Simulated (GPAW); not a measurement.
# Geometry or basis: what sets the conductance of BN in line between two Rh chains

How well does BN in line between two Rh chains conduct once its atoms have relaxed, and how much do cheaper levels lose?

Program: GPAW 26.7.0. Level of theory: GPAW LCAO, PAW setups; relaxation of the junction within the symmetry of its start, lead ends held, in the first sound run; inputs show where later runs differ. Results are calculated unless marked as measured.

Report form: the programs' logs are mostly left out.

## 1. The structure

The cell holds 18 atoms: 16 Rh, 1 B and 1 N. Its edges and angles: a = 9.000 Å, b = 9.000 Å, c = 39.425 Å, α = 90.0°, β = 90.0°, γ = 90.0°. Regions: left lead, 8 atoms (8 Rh); channel, 2 atoms (1 B and 1 N); right lead, 8 atoms (8 Rh). Vacuum lies along a and b. The structure is stacked along c, and the current runs across the ab planes.

## 2. Relaxation

Transmission follows bond lengths closely, so the atoms between the held lead ends are relaxed first, within whatever symmetry the start has.

Input file run.py:

```python
import json
from ase import Atoms
from ase.constraints import FixAtoms
from ase.optimize import BFGS
from gpaw import GPAW, FermiDirac

device = Atoms(
    ['Rh', 'Rh', 'Rh', 'Rh', 'Rh', 'Rh', 'Rh', 'Rh', 'B', 'N', 'Rh', 'Rh', 'Rh', 'Rh', 'Rh', 'Rh', 'Rh', 'Rh'],
    positions=[
        [4.50000, 4.50000, 1.15000],
        [4.50000, 4.50000, 3.45000],
        [4.50000, 4.50000, 5.75000],
        [4.50000, 4.50000, 8.05000],
        [4.50000, 4.50000, 10.35000],
        [4.50000, 4.50000, 12.65000],
        [4.50000, 4.50000, 14.95000],
        [4.50000, 4.50000, 17.25000],
        [4.50000, 4.50000, 19.15340],
        [4.50000, 4.50000, 20.43340],
        [4.50000, 4.50000, 22.17500],
        [4.50000, 4.50000, 24.47500],
        [4.50000, 4.50000, 26.77500],
        [4.50000, 4.50000, 29.07500],
        [4.50000, 4.50000, 31.37500],
        [4.50000, 4.50000, 33.67500],
        [4.50000, 4.50000, 35.97500],
        [4.50000, 4.50000, 38.27500]],
    cell=[[9.0, 0.0, 0.0], [0.0, 9.0, 0.0], [0.0, 0.0, 39.425]],
    pbc=True)

device.set_constraint(FixAtoms([0, 1, 2, 3, 4, 5, 6, 11, 12, 13, 14, 15, 16, 17]))
device.calc = GPAW(mode='lcao', basis='dzp', xc='PBE', h=0.18,
                   kpts={'size': (1, 1, 2), 'gamma': True},
                   symmetry={'tolerance': 1e-3, 'extra_ids': [1, 1, 1, 1, 1, 1, 1, 0, 0, 0, 0, 1, 1, 1, 1, 1, 1, 1]},
                   occupations=FermiDirac(0.1), maxiter=250,
                   mixer=dict(beta=0.1, nmaxold=8, weight=100.0),
                   convergence=dict(density=0.0001), txt='relax.txt')
path = []
opt = BFGS(device, maxstep=0.15)
opt.attach(lambda: path.append((device.get_potential_energy(), device.positions.tolist(), device.get_forces().tolist())))
relaxed = bool(opt.run(fmax=0.05, steps=50))
json.dump(dict(relaxed=relaxed, path=path, positions=device.positions.tolist(), moments=device.get_magnetic_moments().tolist(),
               forces=device.get_forces(apply_constraint=False).tolist()), open('result.json', 'w'))
```

Command:

```sh
$ OMP_NUM_THREADS=1 OPENBLAS_NUM_THREADS=1 python run.py
```

The job ended after 28 min (1 thread of Arm Neoverse V1, shared host; peak memory 2.1 GiB).

The steps of the relaxation:

```
step  energy less that of the first step (eV)  largest force (eV/Å)
   1                                   0.0000                3.4268
   2                                  -0.1703                1.7124
   3                                  -0.2278                0.5667
   4                                  -0.2380                0.2792
   5                                  -0.2437                0.1147
   6                                  -0.2441                0.1013
   7                                  -0.2420                0.3170
   8                                  -0.2452                0.0421
```

The atoms that moved most (Å):

```
atom     dx     dy      dz  length
Rh11  0.000  0.000   0.108   0.108
 Rh8  0.000  0.000  -0.037   0.037
 N10  0.000  0.000   0.026   0.026
  B9  0.000  0.000  -0.015   0.015
```

The relaxation lowered the energy of the cell by 0.245 eV (energies extrapolated to zero smearing; the optimiser's log prints free energies). The largest force left on a free atom is 0.042 eV/Å.

## 3. GPAW, dzp

Localised orbitals split the wire into layers that couple to their neighbours alone, which is what the Green's function method needs; double zeta with polarisation is the usual level for numbers.

This step: GPAW LCAO, PAW setups; Landauer transmission from Green's functions with principal layers (ASE), zero bias (GPAW 26.7.0).

Input file run.py:

```python
import json
import numpy as np
from ase import Atoms
from ase.transport.calculators import TransportCalculator
from gpaw import GPAW, FermiDirac
from gpaw.lcao.tools import get_lcao_hamiltonian
from scipy.linalg import eigh

# The junction with lead layers at both ends, along the third cell vector
device = Atoms(
    ['Rh', 'Rh', 'Rh', 'Rh', 'Rh', 'Rh', 'Rh', 'Rh', 'B', 'N', 'Rh', 'Rh', 'Rh', 'Rh', 'Rh', 'Rh', 'Rh', 'Rh'],
    positions=[
        [4.50000, 4.50000, 1.15000],
        [4.50000, 4.50000, 3.45000],
        [4.50000, 4.50000, 5.75000],
        [4.50000, 4.50000, 8.05000],
        [4.50000, 4.50000, 10.35000],
        [4.50000, 4.50000, 12.65000],
        [4.50000, 4.50000, 14.95000],
        [4.50000, 4.50000, 17.21255],
        [4.50000, 4.50000, 19.13834],
        [4.50000, 4.50000, 20.45956],
        [4.50000, 4.50000, 22.28286],
        [4.50000, 4.50000, 24.47500],
        [4.50000, 4.50000, 26.77500],
        [4.50000, 4.50000, 29.07500],
        [4.50000, 4.50000, 31.37500],
        [4.50000, 4.50000, 33.67500],
        [4.50000, 4.50000, 35.97500],
        [4.50000, 4.50000, 38.27500]],
    cell=[[9.0, 0.0, 0.0], [0.0, 9.0, 0.0], [0.0, 0.0, 39.425]],
    pbc=True)

# One principal layer of the lead: the first 5 atoms of the device
lead = Atoms(
    ['Rh', 'Rh', 'Rh', 'Rh', 'Rh'],
    positions=[
        [4.50000, 4.50000, 1.15000],
        [4.50000, 4.50000, 3.45000],
        [4.50000, 4.50000, 5.75000],
        [4.50000, 4.50000, 8.05000],
        [4.50000, 4.50000, 10.35000]],
    cell=[[9.0, 0.0, 0.0], [0.0, 9.0, 0.0], [0.0, 0.0, 11.5]],
    pbc=True)

settings = dict(mode='lcao', basis='dzp', xc='PBE', h=0.18,
                occupations=FermiDirac(0.1), maxiter=250,
                mixer=dict(beta=0.1, nmaxold=8, weight=100.0),
                convergence=dict(density=0.0001))
energies = np.arange(-2, 2 + 1e-9, 0.025)
eta = 0.0001
n1, n2 = 1, 1
# k and -k transmit alike, so half of the mesh across the current serves
mesh = [(i, j) for i in range(n1) for j in range(n2) if (i, j) <= (-i % n1, -j % n2)]
weights = np.array([1 if (i, j) == (-i % n1, -j % n2) else 2 for i, j in mesh]) / (n1 * n2)

# [... helper functions left out ...]
fermi_lead = ground_state(lead, (1, 1, 10), 'lead.txt')
fermi_device = ground_state(device, (1, 1, 2), 'device.txt')
# [... loop over the mesh left out, but for ...]
        # Shift the lead onto the potential of the device's first layer
        shift = ((H[:, 0, 0] - H0[:, 0, 0]) / S0[0, 0]).real.mean()
# [...]
kT = 8.617333e-5 * 300
bias = [0.1, 0.2, 0.5, 1.0, 1.5, 2.0]
# [... integrals and printing left out ...]
```

Wall time 9.1 min (1 thread); peak memory 2.3 GiB.

Numbers from this step:

```yaml
conductance: 1.707 G₀
largest_coupling_past_the_next_principal_layer: 2.07e-4 eV
largest_misfit_of_the_first_principal_layer: 0.1226 eV
shift_that_aligns_the_lead: -0.002621 eV
basis_functions_of_the_junction: 458
basis_functions_of_a_principal_layer: 135
transmission_at_the_fermi_level_one_spin: 1.710
```

One spin. Table of transmission, zone mean by energy, zero at the Fermi level:

```
energy (eV)  transmission, zone mean
     -2.000                     1.18
     -1.800                     1.17
     -1.600                     1.21
     -1.400                     1.26
     -1.200                     1.30
     -1.000                     1.35
     -0.800                     1.32
     -0.600                     1.38
     -0.400                     1.49
     -0.200                     1.63
      0.000                     1.71
      0.100                     1.72
      0.200                     1.71
      0.400                     1.65
      0.600                     1.62
      0.800                     1.62
      1.000                     1.30
      1.200                    0.106
      1.400                   0.0773
      1.600                   0.0628
      1.800                   0.0550
      2.000                   0.0506
```

Not self-consistent under bias; the bias window is split evenly. Table of current through one cell, from the zero-bias transmission by bias:

```
bias (V)  current through one cell, from the zero-bias transmission (μA)
   0.100                                                            13.2
   0.200                                                            26.4
   0.500                                                            65.3
   1.000                                                             127
   1.500                                                             185
   2.000                                                             240
```

Table of transmission of the three most open eigenchannels by energy, zero at the Fermi level:

```
energy (eV)  channel 1  channel 2  channel 3
     -2.000      0.505      0.505      0.168
     -1.900      0.502      0.502      0.165
     -1.800      0.505      0.505      0.164
     -1.700      0.514      0.514      0.163
     -1.600      0.524      0.524      0.164
     -1.500      0.535      0.535      0.166
     -1.400      0.545      0.545      0.170
     -1.300      0.554      0.554      0.175
     -1.200      0.558      0.558      0.183
     -1.100      0.567      0.567      0.193
     -1.000      0.573      0.573      0.204
     -0.900      0.579      0.579      0.160
     -0.800      0.588      0.588      0.148
     -0.700      0.599      0.599      0.142
     -0.600      0.616      0.616      0.145
     -0.500      0.637      0.637      0.155
     -0.400      0.662      0.662      0.169
     -0.300      0.688      0.688      0.185
     -0.200      0.712      0.712      0.202
     -0.100      0.730      0.730      0.218
      0.000      0.739      0.739      0.231
      0.100      0.739      0.739      0.242
      0.200      0.729      0.729      0.250
      0.300      0.713      0.713      0.254
      0.400      0.696      0.696      0.260
      0.500      0.682      0.682      0.267
      0.600      0.673      0.673      0.277
      0.700      0.667      0.667       0.29
      0.800      0.657      0.657      0.310
      0.900      0.630      0.630      0.393
      1.000      0.556      0.556      0.188
      1.100      0.134     1.3e-7     3.4e-8
      1.200      0.106     1.3e-7    7.0e-11
      1.300     0.0885     1.3e-7    3.3e-12
      1.400     0.0773     1.3e-7          0
      1.500     0.0687     1.4e-7          0
      1.600     0.0628     1.4e-7          0
      1.700     0.0583     1.4e-7          0
      1.800     0.0550     1.4e-7          0
      1.900     0.0525     1.4e-7          0
      2.000     0.0506     1.5e-7          0
```

Couplings past the next layer reach 2.1e-4 eV, small enough to drop; the matrix elements of the cell's first layer differ from the bulk lead's by up to 0.12 eV. That layer keeps its own values in the calculation, and only beyond it is the lead taken as perfect. The Fermi levels of lead and junction count from different zeros of potential, one for each periodic cell; with both set to zero, the small remaining shift is what aligns them. By hand: G = 1.707 × 77.48 μS = 132 μS, a resistance of 7.56 kΩ; at 0.1 V a linear junction would pass 13.2 μA, and the integral over the bias window gives 13.2 μA.

## 4. Single-zeta polarised basis

The second zeta is dropped, the polarisation orbitals stay.

Edit run.py of step 3 so:

```diff
@@ -45,3 +45,3 @@
 
-settings = dict(mode='lcao', basis='dzp', xc='PBE', h=0.18,
+settings = dict(mode='lcao', basis='szp(dzp)', xc='PBE', h=0.18,
                 occupations=FermiDirac(0.1), maxiter=250,
```

Run time: 5.4 min. Hardware: 1 thread; peak memory 2.2 GiB.

This step gave:

- conductance: 1.711 G₀
- largest coupling past the next principal layer: 2.08e-4 eV
- largest misfit of the first principal layer: 0.1214 eV
- shift that aligns the lead: -0.002771 eV
- basis functions of the junction: 258
- basis functions of a principal layer: 75
- transmission at the Fermi level (one spin): 1.714

One spin. Transmission, zone mean against energy, zero at the Fermi level:

energy (eV), transmission, zone mean and a bar:
```
   -2.000       1.20 #####################
   -1.800       1.19 #####################
   -1.600       1.22 #####################
   -1.400       1.27 ######################
   -1.200       1.31 #######################
   -1.000       1.35 #######################
   -0.800       1.34 #######################
   -0.600       1.38 ########################
   -0.400       1.50 ##########################
   -0.200       1.63 ############################
    0.000       1.71 ##############################
    0.075       1.72 ##############################
    0.200       1.70 ##############################
    0.400       1.64 #############################
    0.600       1.60 ############################
    0.800       1.56 ###########################
    1.000       1.05 ##################
    1.200       0.09 #
    1.400       0.07 
    1.600       0.06 
    1.800       0.05 
    2.000       0.05
```

Not self-consistent under bias; the bias window is split evenly. Current through one cell, from the zero-bias transmission against bias:

```
bias (V)  current through one cell, from the zero-bias transmission (μA)
   0.100                                                            13.2
   0.200                                                            26.5
   0.500                                                            65.4
   1.000                                                             127
   1.500                                                             184
   2.000                                                             238
```

Transmission of the three most open eigenchannels against energy, zero at the Fermi level:

```
energy (eV)  channel 1  channel 2  channel 3
     -2.000      0.513      0.513      0.176
     -1.800      0.511      0.511      0.170
     -1.600      0.528      0.528      0.169
     -1.400      0.547      0.547      0.174
     -1.200      0.562      0.562      0.186
     -1.000      0.573      0.573      0.206
     -0.800      0.586      0.586      0.166
     -0.600      0.615      0.615      0.153
     -0.400      0.662      0.662      0.176
     -0.200      0.712      0.712      0.211
      0.000      0.736      0.736      0.241
      0.200      0.722      0.722      0.260
      0.400      0.685      0.685      0.273
      0.600      0.653      0.653      0.295
      0.800      0.614      0.614      0.337
      1.000      0.442      0.442      0.162
      1.200     0.0925     5.4e-9    3.1e-11
      1.400     0.0682     5.4e-9          0
      1.600     0.0564     5.5e-9          0
      1.800     0.0500     5.6e-9          0
      2.000     0.0465     5.7e-9          0
```

The conductance, 1.71 G₀, lies 0.2 % above that of the dzp run.

## 5. Minimal basis

The minimal basis is the cheapest rung: no second zeta and no polarisation.

Edit run.py of step 4 so:

```diff
@@ -45,3 +45,3 @@
 
-settings = dict(mode='lcao', basis='szp(dzp)', xc='PBE', h=0.18,
+settings = dict(mode='lcao', basis='sz(dzp)', xc='PBE', h=0.18,
                 occupations=FermiDirac(0.1), maxiter=250,
```

It took 4.2 min on 1 thread; peak memory 2.1 GiB.

This step gave:

| Property | Result |
| --- | --- |
| conductance | 1.752 G₀ |
| largest coupling past the next principal layer | 2.07e-4 eV |
| largest misfit of the first principal layer | 0.06831 eV |
| shift that aligns the lead | -0.002393 eV |
| basis functions of the junction | 200 |
| basis functions of a principal layer | 60 |
| transmission at the Fermi level (one spin) | 1.754 |

The conductance, 1.75 G₀, lies 2.6 % above that of the dzp run.

## 6. LDA in the dzp basis: xc = "LDA"

Back in the dzp basis, the functional changes from PBE to LDA, to set the spread between functionals beside that between bases.

Edit run.py of step 5 so:

```diff
@@ -45,3 +45,3 @@
 
-settings = dict(mode='lcao', basis='sz(dzp)', xc='PBE', h=0.18,
+settings = dict(mode='lcao', basis='dzp', xc='LDA', h=0.18,
                 occupations=FermiDirac(0.1), maxiter=250,
```

Elapsed: 7.2 min, on 1 thread; peak memory 2.3 GiB.

This step gave:

- conductance: 1.712 G₀
- largest coupling past the next principal layer: 2.18e-4 eV
- largest misfit of the first principal layer: 0.1231 eV
- shift that aligns the lead: -0.003516 eV
- basis functions of the junction: 458
- basis functions of a principal layer: 135
- transmission at the Fermi level (one spin): 1.715

The conductance, 1.71 G₀, lies 0.3 % above that of the dzp run.

## 7. The structure as built: geometry = "as built"

The dzp basis with PBE on the structure as first built shows what the relaxation was worth.

Edit run.py of step 6 so:

```diff
@@ -19,6 +19,6 @@
         [4.50000, 4.50000, 14.95000],
-        [4.50000, 4.50000, 17.21255],
-        [4.50000, 4.50000, 19.13834],
-        [4.50000, 4.50000, 20.45956],
-        [4.50000, 4.50000, 22.28286],
+        [4.50000, 4.50000, 17.25000],
+        [4.50000, 4.50000, 19.15340],
+        [4.50000, 4.50000, 20.43340],
+        [4.50000, 4.50000, 22.17500],
         [4.50000, 4.50000, 24.47500],
@@ -45,3 +45,3 @@
 
-settings = dict(mode='lcao', basis='dzp', xc='LDA', h=0.18,
+settings = dict(mode='lcao', basis='dzp', xc='PBE', h=0.18,
                 occupations=FermiDirac(0.1), maxiter=250,
```

It took 8.1 min on 1 thread; peak memory 2.3 GiB.

This step gave:

```
conductance                                    : 1.900 G₀
largest coupling past the next principal layer : 2.07e-4 eV
largest misfit of the first principal layer    : 0.1292 eV
shift that aligns the lead                     : -0.001616 eV
transmission at the Fermi level (one spin)     : 1.902
```

The conductance, 1.90 G₀, lies 11 % above that of the dzp run.

## 8. Cost and result by level

Times are for 1 thread of Arm Neoverse V1, shared host. The series side by side:

```
no.      run  conductance (G₀)     time  memory (GiB)
  1      dzp             1.707  9.1 min           2.3
  2      szp             1.711  5.4 min           2.2
  3       sz             1.752  4.2 min           2.1
  4  dzp LDA             1.712  7.2 min           2.3
  5  asbuilt             1.900  8.1 min           2.3
```

## 9. Comparison

The curves are compared point by point over the common energies.

This step: comparison of transmission and cost over codes, levels and geometry (GPAW 26.7.0).

Ladder, by row:

```
   step  code  T at the Fermi level (sum over the listed spins)  conductance (G0)  r.m.s. T(E) from the first  wall time (s)  peak memory (GiB)  threads
    dzp  GPAW                                              1.71             1.707                           0          548.4               2.34        1
    szp  GPAW                                             1.714             1.711                     0.06321          325.6               2.23        1
     sz  GPAW                                             1.754             1.752                     0.06919          250.3               2.13        1
dzp-LDA  GPAW                                             1.715             1.712                     0.05353          434.5               2.34        1
asbuilt  GPAW                                             1.902               1.9                      0.1469          483.6               2.34        1
```

Table of transmission, zone mean, sum over the listed spins by energy, zero at the Fermi level:

```
energy (eV)     dzp     szp      sz  dzp-LDA  asbuilt
    -2.0000    1.18    1.20    1.17     1.16     1.01
    -1.7500    1.18    1.20    1.17     1.16     1.12
    -1.5000    1.24    1.25    1.23     1.21     1.25
    -1.2500    1.29    1.30    1.30     1.27     1.36
    -1.0000    1.35    1.35    1.35     1.32     1.49
    -0.7500    1.33    1.34    1.35     1.31     1.59
    -0.5000    1.43    1.43    1.46     1.42     1.67
    -0.2500    1.59    1.60    1.64     1.60     1.81
     0.0000    1.71    1.71    1.75     1.71     1.90
     0.0750    1.72    1.72    1.76     1.72     1.90
     0.1000    1.72    1.72    1.77     1.72     1.90
     0.2500    1.70    1.69    1.74     1.69     1.87
     0.5000    1.63    1.62    1.69     1.62     1.77
     0.7500    1.62    1.58    1.67     1.59     1.65
     0.8500    1.63    1.57    1.77     1.59     1.55
     1.0000    1.30    1.05    1.11     1.32     1.06
     1.2500  0.0961  0.0844  0.0830   0.0830   0.0938
     1.5000  0.0687  0.0614  0.0648   0.0605   0.0662
     1.7500  0.0566  0.0513  0.0573   0.0504   0.0533
     2.0000  0.0506  0.0465  0.0541   0.0452   0.0466
```

[end of part 1 of 2]

[Logs are printed without paths, hosts, clocks, repeated set-up lines and the standing remarks that a program may print on its own settings, such as how far it seeks lower states.]

[Hosts, paths, dates, database ids (printed as entryN), source tags and the programs' standing remarks are cut or masked in the printed files.]
